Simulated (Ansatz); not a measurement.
# MgRh (Pm-3m): phonons along a line and the smearing, part 2 of 2

Does MgRh (Pm-3m) have a Kohn anomaly or a soft branch that a wide smearing hides?

Ansatz 0.2.0; DFT PBEsol, scalar-relativistic, plane waves, PAW.

So far. Step 2 (Relaxing cell and atoms): The largest force is now zero by symmetry and the largest stress component 0.0056 GPa, small enough for phonons. Step 4 (Wavevectors along a line: Fermi–Dirac smearing of 0.25 …): Against step 3 (now smearing width 0.25 eV), the free energy moves by -59.6 meV an atom. The relaxed cell has a = 3.083 Å (conventional setting).

## (5) Phonons along a line: Fermi–Dirac smearing of 0.04 eV (continued)

Each wavevector solved by linear response. Table of frequency by |q| along the line:

```
|q| along the line (Å⁻¹)  mode 1 = mode 2 (cm⁻¹)  mode 3 (cm⁻¹)  mode 4 = mode 5 (cm⁻¹)  mode 6 (cm⁻¹)
                   0.000                       0              0                     285            285
                   0.127                    22.7           33.7                     285            286
                   0.382                    66.5           88.9                     279            296
                   0.637                     105            123                     269            313
                   0.892                     133            140                     260            328
```

Against step 3 (now smearing width 0.04 eV), the free energy moves by +9.5 meV an atom.

## (6) Wavevectors along a line: Methfessel–Paxton smearing of 0.2 eV

The smearing blurs the Fermi surface that screens the phonons; a Methfessel–Paxton width blurs it less than a thermal one.

File input.yaml:

```yaml
crystal:
  lattice:
    - [3.0831309434, 0.0, 0.0]
    - [0.0, 3.0831309434, 0.0]
    - [0.0, 0.0, 3.0831309434]
  atoms:
    - { symbol: Mg, position: [0.0, 0.0, 0.0] }
    - { symbol: Rh, position: [0.5, 0.5, 0.5] }
kpoints:
  mp_grid: { grid: [16, 16, 16] }
hamiltonian:
  xc: pbesol
scf:
  occupations: { method: methfessel_paxton, width: 0.2 }
output:
  eigenvalues: true
phonons:
  method: dfpt
  qpoints:
    - [0, 0, 0]
    - [0.0, 0.0625, 0.0]
    - [0.0, 0.1875, 0.0]
    - [0.0, 0.3125, 0.0]
    - [0.0, 0.4375, 0.0]
```

The run is started by

```console
ansatz run input.yaml --threads 4 --pin off --max-ram 8192MiB --backend cpu --events-out ev --progress --plain --runs-dir out
```

Numbers of over 12 decimals in the logs are rounded to 6 here.

The program printed:

```text
[...]
Crystal: 2 atoms, lattice volume = 29.307 Å³
Basis set: ecut = 420 eV, 587 PW (Γ), exchange–correlation on 48×48×48 points (8 copies of the dense FFT grid, shifted against one another)
Bands: 18, of which v1, the nominal top of the filled ones, is band 14 counted from 1 (13 counted from 0)
Symmetry: 48 space group operations
k-points: 165 of 4096
[...]
SCF iter   1: F=—  HF=-8251.556797 eV  |F-HF|=—  |Δ(HF+E_count)|=         —  Δρ=5.51e-3  dr2=6.35e-3  ethr=1.77e-3  ⟨swp⟩=4.9  Hψ=12199  notcnv=0
[...]
SCF iter   8: F=-8251.555981 eV  HF=-8251.555981 eV  |F-HF|=0.00e0  |Δ(HF+E_count)|=  3.46e-11  S|Δr|=    0.00e0  Δρ=5.14e-8  dr2=4.55e-13  ethr=1.00e-12  ⟨swp⟩=5.6  Hψ=12069  notcnv=0
SCF 1 converged in 8 iterations: F = -8251.555981 eV  dr2 = 4.55e-13
[...]
SCF converged after 8 iterations
Stability not checked: this state was not tested for a lower state beside it, because cold or Methfessel-Paxton smearing, or corrected tetrahedra, fill the levels in a way that the test cannot read (fill_not_monotonic; see scf.lower_state_search)
Free energy (F): -8251.555981 eV
[...]
Internal energy: -8251.557340 eV  (E = F + TS)
E sigma→0 (E₀):  -8251.556321 eV
Entropy (-TS):   0.001359 eV (0.680 meV/atom)
Fermi energy:    14.041465 eV
[...]
--- Band table (eV; the first three rows and the last of 165) ---
  k-point 0: bands = [... 10 lower, 11.0861, 13.8788, 13.8788, 13.8788, 22.4420, 22.4420, 22.4420, 25.6229]
  k-point 1: bands = [... 10 lower, 11.1195, 13.8301, 13.8301, 13.8842, 21.9007, 22.5465, 22.5465, 25.5252]
  k-point 2: bands = [... 10 lower, 11.2140, 13.6956, 13.6956, 13.8997, 20.7885, 22.8461, 22.8461, 25.2528]
  k-point 164: bands = [... 10 lower, 10.8985, 14.8313, 14.8313, 18.6583, 18.6583, 18.6583, 21.6426, 23.3433]
[...]
ASR residual: 5.431e-5 → 0.000e0 eV/Å²; symmetrization residual: 3.813e-8 eV/Å²
  ASR residual per site (eV/Å²): 5.43e-5 2.32e-5
  Γ frequencies (cm⁻¹): 0.00 0.00 0.00 285.37 285.37 285.37
[...]
--- Phonons (arbitrary-q DFPT): 5 explicit q-points ---
[...]
```

The job ended after 3.5 min (4 threads of Arm Neoverse V1, shared host; peak memory 1.7 GiB).

Each wavevector solved by linear response. Frequency against |q| along the line:

```
|q| along the line (Å⁻¹)  mode 1 = mode 2 (cm⁻¹)  mode 3 (cm⁻¹)  mode 4 = mode 5 (cm⁻¹)  mode 6 (cm⁻¹)
                   0.000                       0              0                     285            285
                   0.127                    22.7           33.6                     285            286
                   0.382                    66.3           88.8                     279            296
                   0.637                     105            123                     269            313
                   0.892                     133            140                     260            326
```

Against step 3 (now occupations Methfessel-Paxton and smearing width 0.2 eV), the free energy moves by +11.6 meV an atom.

## (7) The lowest branch at each setting

Lowest frequency against |q| along the line:

```
|q| along the line (Å⁻¹)  fermi dirac 0.1 eV, k 16x16x16 (cm⁻¹)  fermi dirac 0.25 eV, k 16x16x16 (cm⁻¹)  fermi dirac 0.04 eV, k 16x16x16 (cm⁻¹)  methfessel paxton 0.2 eV, k 16x16x16 (cm⁻¹)
                   0.000                                      0                                       0                                       0                                            0
                   0.127                                   22.8                                    23.1                                    22.7                                         22.7
                   0.382                                   66.9                                    68.1                                    66.5                                         66.3
                   0.637                                    106                                     108                                     105                                          105
                   0.892                                    134                                     136                                     133                                          133
```

## (8) Outcome

```yaml
phonon_run_of_the_rows_without_a_label_of_their_own: PBEsol, k 16×16×16
lowest_branch_at_the_last_solved_point_fermi_dirac_0p1_ev: 134 cm⁻¹ at |q| = 0.892 Å⁻¹
lowest_branch_at_the_last_solved_point_fermi_dirac_0p25_ev: 136 cm⁻¹ at |q| = 0.892 Å⁻¹
lowest_branch_at_the_last_solved_point_fermi_dirac_0p04_ev: 133 cm⁻¹ at |q| = 0.892 Å⁻¹
lowest_branch_at_the_last_solved_point_methfessel_paxton_0p2_ev: 133 cm⁻¹ at |q| = 0.892 Å⁻¹
```

No branch softens by more than 4 % of the top frequency as the smearing narrows, so no anomaly that hangs on the smearing shows at these points. The line holds 5 wavevectors, so a narrow dip between them would be missed. Between Fermi–Dirac 0.25 eV and Fermi–Dirac 0.04 eV the largest change, with modes counted by rank of frequency, is in mode 1 at |q| = 0.637 Å⁻¹, from 108 to 105 cm⁻¹; the branches hardly feel the smearing. Where branches cross, a count by rank can hide a softening. At the narrowest width the k mesh may not resolve the Fermi surface, so part of the change can be mesh noise.

[Logs are printed without paths, hosts, clocks, repeated set-up lines and the standing remarks that a program may print on its own settings, such as how far it seeks lower states.]

[Hosts, paths, dates, database ids (printed as entryN), source tags and the programs' standing remarks are cut or masked in the printed files.]
